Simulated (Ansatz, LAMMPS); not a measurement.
# Localised basis functions on amorphous Hg33S25Se8 (66 atoms)

Aim: test how closely localised support functions follow the reference on amorphous Hg33S25Se8 (66 atoms), and at what cost. A setting counts as converged where the r.m.s. difference of forces stays under 1 % of the r.m.s. force.

Program: Ansatz 0.2.0. Level of theory: Kohn-Sham DFT, PBE, PAW (set soft_2), plane waves. Results are calculated unless marked as measured.

## 1. The starting structure

The cell holds 66 atoms: 33 Hg, 25 S and 8 Se. Cell: a = 12.034 Å, b = 12.034 Å, c = 12.034 Å, α = 90.0°, β = 90.0°, γ = 90.0°. 66 atoms (33 Hg, 25 S, 8 Se) placed at random at 7.67 g/cm³, melted at 2500 K for 10 ps at fixed volume with the Stillinger-Weber II-VI potential (Zhou et al., Phys. Rev. B 88, 085309 (2013)). Quenched from 2500 K to 500 K at 10 K/ps and fixed volume, held 5 ps, then minimised at fixed cell.

Before any run, some limits are plain. The quench rate of 10 K/ps is many orders above laboratory rates, so the cell is likely richer in defects and strain than a real sample. The starting topology of bonds comes from the classical model, and needn't be the one that DFT or experiment would give. Only the Γ point is sampled, in a cell whose shortest periodic width is 12 Å. No spin–orbit coupling is included, so levels derived from the heavy atoms are approximate.

## 2. Making the structure

A classical potential supplies the starting structure, since it reaches far longer times than DFT.

This step: classical MD, Stillinger-Weber II-VI potential (Zhou et al., Phys. Rev. B 88, 085309 (2013)) (LAMMPS 22 Jul 2025 - Update 4).

in.lmp

```
# melt-quench of Hg33S25Se8
units metal
atom_style atomic
boundary p p p
region box block 0 12.0340 0 12.0340 0 12.0340
create_box 3 box
mass 1 200.5920   # Hg
mass 2 32.0600   # S
mass 3 78.9710   # Se
create_atoms 1 random 33 699039 NULL overlap 2.14 maxtry 2000
create_atoms 2 random 25 699046 NULL overlap 2.14 maxtry 2000
create_atoms 3 random 8 699053 NULL overlap 2.14 maxtry 2000
pair_style sw
pair_coeff * * CdTeZnSeHgS0.sw Hg S Se
neigh_modify delay 0 every 1 check yes
thermo_style custom step time temp pe press density
thermo_modify norm yes
timestep 0.001
thermo 100
min_style cg
minimize 1e-4 1e-4 200 2000
reset_timestep 0
velocity all create 2500 699040 mom yes dist gaussian
fix lim all nve/limit 0.05
fix lan all langevin 2500 2500 0.1 699041 zero yes
thermo 500
run 1000 post no
unfix lim
unfix lan
thermo 1666
fix md all nvt temp 2500 2500 0.1
run 10000 post no
unfix md
thermo 20000
fix md all nvt temp 2500 500 0.1
run 200000 post no
unfix md
thermo 2500
fix md all nvt temp 500 500 0.1
run 5000 post no
unfix md
thermo 100
min_style cg
minimize 0 1e-3 2000 20000
write_dump all custom glass.dump id type xs ys zs modify sort id
```

Launch:

```
$ lmp -in in.lmp -log none -nocite
```

Numbers of over 12 decimals in the logs are rounded to 6 here.

Output:

```text
LAMMPS (22 Jul 2025 - Update 4)
Created orthogonal box = (0 0 0) to (12.034 12.034 12.034)
Created 33 atoms
Created 25 atoms
Created 8 atoms
   Step          Time           Temp          PotEng         Press         Density
         0   0              0              0.54188634     415905.29      7.6730171
        54   0.054          0             -1.5691311     -3929.1341      7.6730171
Loop time of 0.00981465 s on 1 MPI rank(s) for 54 steps with 66 atoms
Minimization stats:
  Stopping criterion = energy tolerance
  Energy initial, next-to-last, final =
     0.541886335498442  -1.56900066676213  -1.56913110925386
  Force two-norm initial, final = 83.857476 0.36037248
  Iterations, force evaluations = 54 82
   Step          Time           Temp          PotEng         Press         Density
         0   0              2500          -1.5691311      8944.6757      7.6730171
       500   0.5            2286.926      -1.2787307      30445.269      7.6730171
[... 10 lines left out ...]
[... 1 line left out ...]
Loop time of 1.15507 s on 1 MPI rank(s) for 10000 steps with 66 atoms
   Step          Time           Temp          PotEng         Press         Density
[... 12 lines left out ...]
Loop time of 22.12 s on 1 MPI rank(s) for 200000 steps with 66 atoms
   Step          Time           Temp          PotEng         Press         Density
[... 2 lines left out ...]
    215000   215            462.87677     -1.6642493     -1228.413       7.6730171
    216000   216            400.77096     -1.6696782     -3845.7837      7.6730171
Loop time of 0.492193 s on 1 MPI rank(s) for 5000 steps with 66 atoms
   Step          Time           Temp          PotEng         Press         Density
    216000   216            400.77096     -1.6696782     -3845.7838      7.6730171
    216074   216.074        400.77096     -1.7277076     -4614.5294      7.6730171
Loop time of 0.0139481 s on 1 MPI rank(s) for 74 steps with 66 atoms
Minimization stats:
  Stopping criterion = force tolerance
  Energy initial, next-to-last, final =
     -1.66967816144016  -1.72770764037098  -1.72770764170995
  Force two-norm initial, final = 8.0966242 0.00098922779
  Iterations, force evaluations = 74 147
```

The job ended after 24 s (1 thread of Arm Neoverse V2, shared host; peak memory 0.07 GiB).

## 3. Plane-wave single point

The first run fixes the reference, at a cutoff of 420 eV.

input.yaml

```yaml
crystal:
  lattice:
    - [12.034, 0.0, 0.0]
    - [0.0, 12.034, 0.0]
    - [0.0, 0.0, 12.034]
  atoms:
    - { symbol: Hg, position: [0.73616, 0.69763, 0.62055] }
    - { symbol: Hg, position: [0.80887, 0.01962, 0.53127] }
    - { symbol: Hg, position: [0.21322, 0.19087, 0.08872] }
    - { symbol: Hg, position: [0.37004, 0.72951, 0.77101] }
    - { symbol: Hg, position: [0.50591, 0.69654, 0.44042] }
    - { symbol: Hg, position: [0.16842, 0.43532, 0.35654] }
    - { symbol: Hg, position: [0.29914, 0.5353, 0.10715] }
    - { symbol: Hg, position: [0.82069, 0.22606, 0.36067] }
    - { symbol: Hg, position: [0.55464, 0.98703, 0.33209] }
    - { symbol: Hg, position: [0.79831, 0.77993, 0.05466] }
    - { symbol: Hg, position: [0.40693, 0.29902, 0.35869] }
    - { symbol: Hg, position: [0.77166, 0.80876, 0.33215] }
    - { symbol: Hg, position: [0.93766, 0.30871, 0.70803] }
    - { symbol: Hg, position: [0.17156, 0.71028, 0.51317] }
    - { symbol: Hg, position: [0.95015, 0.53471, 0.09401] }
    - { symbol: Hg, position: [0.27752, 0.99566, 0.28413] }
    - { symbol: Hg, position: [0.84902, 0.50681, 0.43452] }
    - { symbol: Hg, position: [0.12509, 0.8746, 0.97921] }
    - { symbol: Hg, position: [0.60392, 0.20825, 0.5649] }
    - { symbol: Hg, position: [0.69838, 0.23684, 0.84466] }
    - { symbol: Hg, position: [0.58553, 0.25386, 0.12569] }
    - { symbol: Hg, position: [0.92475, 0.1742, 0.04141] }
    - { symbol: Hg, position: [0.02582, 0.92833, 0.28453] }
    - { symbol: Hg, position: [0.61737, 0.59089, 0.91974] }
    - { symbol: Hg, position: [0.41792, 0.05915, 0.89832] }
    - { symbol: Hg, position: [0.44688, 0.83182, 0.08682] }
    - { symbol: Hg, position: [0.24639, 0.44436, 0.6741] }
    - { symbol: Hg, position: [0.07862, 0.1965, 0.4692] }
    - { symbol: Hg, position: [0.69352, 0.94483, 0.81849] }
    - { symbol: Hg, position: [0.02672, 0.04486, 0.79687] }
    - { symbol: Hg, position: [0.39592, 0.35223, 0.90603] }
    - { symbol: Hg, position: [0.95988, 0.64305, 0.78975] }
    - { symbol: Hg, position: [0.3025, 0.03135, 0.62537] }
    - { symbol: S, position: [0.77454, 0.33104, 0.02444] }
    - { symbol: S, position: [0.7619, 0.73539, 0.83837] }
    - { symbol: S, position: [0.60236, 0.19323, 0.33745] }
    - { symbol: S, position: [0.8314, 0.09757, 0.72745] }
    - { symbol: S, position: [0.07387, 0.40532, 0.55855] }
    - { symbol: S, position: [0.12749, 0.91096, 0.64977] }
    - { symbol: S, position: [0.21679, 0.49089, 0.88759] }
    - { symbol: S, position: [0.61476, 0.51779, 0.588] }
    - { symbol: S, position: [0.37472, 0.32963, 0.13168] }
    - { symbol: S, position: [0.28939, 0.98567, 0.05441] }
    - { symbol: S, position: [0.96159, 0.63676, 0.57133] }
    - { symbol: S, position: [0.10127, 0.22727, 0.90191] }
    - { symbol: S, position: [0.4251, 0.33667, 0.58675] }
    - { symbol: S, position: [0.73423, 0.57067, 0.10169] }
    - { symbol: S, position: [0.42283, 0.6587, 0.96719] }
    - { symbol: S, position: [0.15795, 0.73703, 0.82333] }
    - { symbol: S, position: [0.78495, 0.33188, 0.5534] }
    - { symbol: S, position: [0.31082, 0.20048, 0.77019] }
    - { symbol: S, position: [0.68769, 0.61115, 0.33916] }
    - { symbol: S, position: [0.28189, 0.14023, 0.44193] }
    - { symbol: S, position: [0.57835, 0.41113, 0.81197] }
    - { symbol: S, position: [0.35898, 0.61532, 0.59098] }
    - { symbol: S, position: [0.95317, 0.87128, 0.47614] }
    - { symbol: S, position: [0.60992, 0.08385, 0.98418] }
    - { symbol: S, position: [0.9675, 0.44748, 0.8884] }
    - { symbol: Se, position: [0.47452, 0.91798, 0.72868] }
    - { symbol: Se, position: [0.6449, 0.92394, 0.13257] }
    - { symbol: Se, position: [0.96628, 0.40679, 0.27308] }
    - { symbol: Se, position: [0.17935, 0.64324, 0.28438] }
    - { symbol: Se, position: [0.01142, 0.76525, 0.13028] }
    - { symbol: Se, position: [0.04061, 0.1506, 0.23748] }
    - { symbol: Se, position: [0.37953, 0.79679, 0.29194] }
    - { symbol: Se, position: [0.62808, 0.88044, 0.52454] }
kpoints:
  mp_grid: { grid: [1, 1, 1] }
hamiltonian:
  xc: pbe
scf:
  occupations: { method: fermi_dirac, width: 0.025 }
output:
  forces: true
  stress: true
  populations: true
  dos:
    method: { smearing: { sigma: 0.08 } }
    de: 0.1
    projected: { site_lists: { Hg: [Hg], S: [S], Se: [Se] } }
  eigenvalues: true
  write_density: true
  write_potential: true
  volumetric_format: npy
```

Launch:

```
$ ansatz run input.yaml --threads 8 --pin off --max-ram 15872MiB --backend cpu --events-out ev --progress --plain --runs-dir out
```

Output:

```text
Engine: ansatz 0.2.0, aarch64-unknown-linux-gnu
Pseudopotentials: kind: paw
Pseudopotential: Hg, paw, valence charge 20, recommended cutoff 420 eV (normal), Hg.paw.azcp
Pseudopotential: S, paw, valence charge 6, recommended cutoff 420 eV (normal), S.paw.azcp
Pseudopotential: Se, paw, valence charge 16, recommended cutoff 420 eV (normal), Se.paw.azcp
[... 5 lines on functional and potentials left out ...]
Crystal: 66 atoms, lattice volume = 1742.730 Å³
Basis set: ecut = 420 eV, 34049 PW (Γ), exchange–correlation on 162×162×162 points (8 copies of the dense FFT grid, shifted against one another)
Bands: 563, of which v1, the nominal top of the filled ones, is band 469 counted from 1 (468 counted from 0)
Symmetry: 1 space group operations
Space group: P1 (ITA 1), of the structure as read, at distance tolerance 1.2e-4 Å
k-points: 1
[... 7 lines on functional and potentials left out ...]
Initial density: superposition of atomic densities (neutral atoms: chi_scale 0, normalization atom), corrected by the library's trained network
Initial wavefunctions: pseudopotential atomic-orbital guess
Functional: x = pbe(κ = 0.804, μ = 0.219515), c = pbe(β = 0.066725)
SCF iter   1: F=—  HF=-522136.182520 eV  |F-HF|=—  |Δ(HF+E_count)|=         —  Δρ=4.63e-3  dr2=1.00e0  ethr=1.77e-3  ⟨swp⟩=6.0  Hψ=1978  notcnv=0  defer=8
preconditioner: auto → LDOS  [insulator: Δε(μ)=0.118 eV  Ē_g=9.791 eV  σ=0.025 eV  W_gap=0.83  n_scr=460 (ndim 8)  ℏωp=21.7 eV  f_vac=0.107  D(μ)=14.04/eV (n_scr^D=56)  ε∞_Penn≈5.9  β→1.0]
SCF iter   2: F=—  HF=-522136.152413 eV  |F-HF|=—  |Δ(HF+E_count)|=   3.01e-2  Δρ=3.09e-3  dr2=6.13e-1  ethr=1.07e-4  ⟨swp⟩=2.0  Hψ=941  notcnv=0  defer=75
SCF iter   3: F=—  HF=-522136.090259 eV  |F-HF|=—  |Δ(HF+E_count)|=   6.22e-2  Δρ=7.21e-4  dr2=3.30e-2  ethr=6.54e-5  ⟨swp⟩=2.0  Hψ=605  notcnv=0  defer=75
SCF iter   4: F=—  HF=-522136.087418 eV  |F-HF|=—  |Δ(HF+E_count)|=   2.84e-3  Δρ=1.93e-4  dr2=1.45e-3  ethr=3.52e-6  ⟨swp⟩=2.0  Hψ=747  notcnv=0  defer=75
SCF iter   5: F=—  HF=-522136.087301 eV  |F-HF|=—  |Δ(HF+E_count)|=   1.17e-4  Δρ=8.71e-5  dr2=3.22e-4  ethr=1.55e-7  ⟨swp⟩=2.0  Hψ=773  notcnv=0  defer=75
SCF iter   6: F=—  HF=-522136.087386 eV  |F-HF|=—  |Δ(HF+E_count)|=   8.49e-5  Δρ=4.57e-5  dr2=8.30e-5  ethr=3.43e-8  ⟨swp⟩=2.0  Hψ=773  notcnv=0  defer=75
SCF iter   7: F=—  HF=-522136.092775 eV  |F-HF|=—  |Δ(HF+E_count)|=   5.39e-3  Δρ=2.50e-5  dr2=2.61e-5  ethr=8.85e-9  ⟨swp⟩=2.0  Hψ=652  notcnv=0  defer=75
SCF iter   8: F=—  HF=-522136.092772 eV  |F-HF|=—  |Δ(HF+E_count)|=   3.41e-6  Δρ=1.20e-5  dr2=6.03e-6  ethr=2.78e-9  ⟨swp⟩=2.0  Hψ=586  notcnv=0  defer=75
SCF iter   9: F=—  HF=-522136.092771 eV  |F-HF|=—  |Δ(HF+E_count)|=   6.58e-7  Δρ=4.98e-6  dr2=9.90e-7  ethr=6.43e-10  ⟨swp⟩=2.0  Hψ=756  notcnv=0  defer=75
SCF iter  10: F=—  HF=-522136.092771 eV  |F-HF|=—  |Δ(HF+E_count)|=   9.38e-8  Δρ=1.96e-6  dr2=1.61e-7  ethr=1.06e-10  ⟨swp⟩=2.0  Hψ=764  notcnv=0  defer=75
SCF iter  11: F=-522136.092771 eV  HF=-522136.092771 eV  |F-HF|=1.43e-8  |Δ(HF+E_count)|=   1.28e-8  Δρ=7.44e-7  dr2=2.05e-8  ethr=1.07e-11  ⟨swp⟩=13.0  Hψ=4022  notcnv=0
SCF 1 converged in 11 iterations: F = -522136.092771 eV  dr2 = 2.05e-8
  greatest PAW one-centre occupation: 1.000 electrons in one spin orbital (limit 2), on the Hg atom at site 24 (counted from 0), in its partial waves of l = 0
SCF converged after 11 iterations
Free energy (F): -522136.092771 eV
Harris-Foulkes:  -522136.092771 eV  (|F-HF|=1.43e-8)
Internal energy: -522136.048194 eV  (E = F + TS)
E sigma→0 (E₀):  -522136.070483 eV
Entropy (-TS):   -0.044577 eV (-0.675 meV/atom)
Fermi energy:    8.504726 eV
--- Per-component energies (eV) ---
  E_band       = -19519.893106
  E_kinetic    = 23451.946237
  E_local      = -139082.662571  (includes V_loc(G=0)·N_el)
  E_nonlocal   = -1621.254473
  E_hartree    = 61111.596978
  E_xc         = -10484.028765
  E_vxc        = -11557.863767  (∫ρ·V_xc dr)
  E_paw        = -358465.606007  (= ΣΔE_a)
  E_vpaw       = -12933.280415  (= ΣTr[D̂ρ^β])
  E_aug_tail   = 0.026012  (compensation charges beyond the density's cutoff)
  E_ewald      = -97046.065605
  E_smearing   = -0.044577  (= −TS)
  E_closure    = -0.000000  (closes the sum)
  Σ components = -522136.092771   (vs F -522136.092771, Δ=0.00e0)
--- Forces (eV/Å), atoms counted from 1 ---
  atom   1  Hg    -0.12851110    -0.47638458    -0.19596422
  atom   2  Hg     0.41077524     0.06564146    -0.35034760
  atom   3  Hg    -0.18251806     0.22372373    -0.16602268
  atom   4  Hg     0.07287462    -0.03320544    -0.11002661
  atom   5  Hg     0.23950165    -0.64956571     0.40349829
  atom   6  Hg     0.42329898     0.07720154     0.27677833
  atom   7  Hg    -0.32832578     0.45866177     0.03806760
  atom   8  Hg     0.62393174    -0.12148722     0.15089132
  atom   9  Hg    -0.45713459    -0.51532149     0.07998598
  atom  10  Hg     0.04145694    -0.06725567     0.29190094
  atom  11  Hg    -0.25090086     0.76321794     0.51196212
  atom  12  Hg     0.11605087     0.03297034     0.28477376
  atom  13  Hg     0.05254497     0.57337463     0.24128437
  atom  14  Hg    -0.03390322    -0.23944071     0.30768514
[...]
atom  65  Se    -0.17852201     0.70890736     0.54666048
  atom  66  Se     0.16634214    -0.06503800    -0.26517301
  max |Σ_I F_I| component: 2.80e-5 eV/Å
--- Stress (GPa, compression-positive) ---
        0.531673       0.108101       0.250265
        0.108101       0.634412      -0.143929
        0.250265      -0.143929       0.399623
  P = ⅓ Tr σ = 0.5219 GPa (5.219 kbar)
--- Band table (eV) ---
  k-point 0: bands = ["-106.5125", "-106.4018", "-106.3620", "-106.3563", [... 547 levels ...], "14.5126", "14.5903", "14.6190", "14.6576", "14.7498", "14.8355", "14.8868", "14.9117", "14.9515", "15.0356", "15.0906", "15.1312"]
--- Löwdin populations: 66 sites ---
  site symbol       q [e]
     0     Hg     19.1001
     1     Hg     19.1439
     2     Hg     19.0122
[...]
65     Se     16.8030
  spilling = 0.007232 (of n_electrons = 938.000000)
```

Wall time 19 s (8 threads of Arm Neoverse V2, shared host); peak memory 2.8 GiB.

The run gave:

```yaml
free_energy: -522136.0928 eV
free_energy_per_atom: -7911.1529 eV/atom
scf_cycles: 11
pressure: 0.5219 GPa
r_m_s_force_component: 0.3626 eV/Å
longest_force: 1.219 eV/Å
fermi_energy: 8.505 eV
levels_partly_filled_by_over_2_per_cent: 3
spilling_of_the_projection: 0.007232
```

The r.m.s. force component of 0.36 eV/Å and the pressure of 0.52 GPa set the scale for the differences below.

## 4. Support functions low

With localised support functions most steps grow linearly with size, though the diagonalisation grows faster unless the density matrix is cut; this run measures error and cost at this size.

This step: Kohn-Sham DFT, PBE, PAW (set soft_2), localised support functions (low) (Ansatz 0.2.0).

input.yaml, the sections that differ from step 3:

```yaml
scf:
  occupations: { method: fermi_dirac, width: 0.025 }
  eigensolver: { kind: { support_functions: { accuracy: low } } }
  max_iter: 150
output:
  forces: true
  eigenvalues: true
# crystal, kpoints, hamiltonian: as in step 3
```

Output:

```text
Warning: scf.eigensolver.kind.support_functions: disabling space-group detection — the functions' gradient is summed over unrotated k-points, so no spatial operation reduces the k-mesh or symmetrises the density; time reversal is kept, so that k and −k are solved as one point where they differ and the mesh holds both, and exact exchange and, on two spinor components, a DFT+U term hold to it where the run has them: [...]
settings of this run that can trade accuracy for cost: scf.eigensolver.kind.support_functions; scf.eigensolver.kind.support_functions.accuracy: low [...]
[...]
Crystal: 66 atoms, lattice volume = 1742.730 Å³
Basis set: ecut = 420 eV, 34049 PW (Γ), exchange–correlation on 162×162×162 points (8 copies of the dense FFT grid, shifted against one another)
Bands: 563, of which v1, the nominal top of the filled ones, is band 469 counted from 1 (468 counted from 0)
Symmetry: 1 space group operations
k-points: 1
[...]
SCF iter   1: F=—  HF=-522113.566629 eV  |F-HF|=—  |Δ(HF+E_count)|=         —  Δρ=3.82e-2  dr2=9.11e1  ethr=1.00e-1
[...]
SCF iter  14: F=—  HF=-522136.135816 eV  |F-HF|=—  |Δ(HF+E_count)|=   3.98e-3  Δρ=2.22e-5  dr2=2.46e-5  ethr=1.46e-8  κ⁻¹=3.4e-4(r=7)
SCF iter  15: F=-522136.139046 eV  HF=-522136.139048 eV  |F-HF|=1.88e-6  |Δ(HF+E_count)|=   3.23e-3  Δρ=1.51e-5  dr2=1.28e-5  ethr=2.62e-9
SCF 1 converged in 15 iterations: F = -522136.189295 eV  dr2 = 1.28e-5
[...]
SCF converged after 15 iterations
Stability not checked: this state was not tested for a lower state beside it, because the mixer in use, unlike msr1, does not test its closes by its own steps (another_mixer; see scf.mixing.algorithm and scf.lower_state_search)
Free energy (F): -522136.189295 eV
[...]
Internal energy: -522136.145289 eV  (E = F + TS)
E sigma→0 (E₀):  -522136.167292 eV
Entropy (-TS):   -0.044006 eV (-0.667 meV/atom)
Fermi energy:    8.504864 eV
[...]
Σ components = -522136.189295   (vs F -522136.189295, Δ=0.00e0)
--- Forces (eV/Å), atoms counted from 1 ---
  atom   1  Hg    -0.12850966    -0.47630627    -0.19673479
  atom   2  Hg     0.40966649     0.06583925    -0.35092398
  atom   3  Hg    -0.18182222     0.22334736    -0.16638848
  atom   4  Hg     0.07143010    -0.03315490    -0.10906632
[...]
atom  66  Se     0.16711157    -0.06505881    -0.26475824
  max |Σ_I F_I| component: 5.33e-3 eV/Å
--- Band table (eV) ---
[...]
```

The job ended after 62 s (8 threads; peak memory 3.6 GiB).

The program notes that the band table was not solved further than the SCF left it and it switched symmetry off.

Keys that differ from the reference: support_functions.accuracy = "low" and scf.max_iter = 150.

Forces differ from the reference by 0.65 meV/Å r.m.s., 0.18 % of their size, well within a tolerance of 1 %; the energy by -1.5 meV/atom. It took 62 s and 15 cycles; the reference's time can't be set against it, since the two runs asked for unlike analyses.

(Continued in part 2 of 3.)

[Logs are printed without paths, hosts, clocks, repeated set-up lines and the standing remarks that a program may print on its own settings, such as how far it seeks lower states.]

[Hosts, paths, dates, database ids (printed as entryN), source tags and the programs' standing remarks are cut or masked in the printed files.]
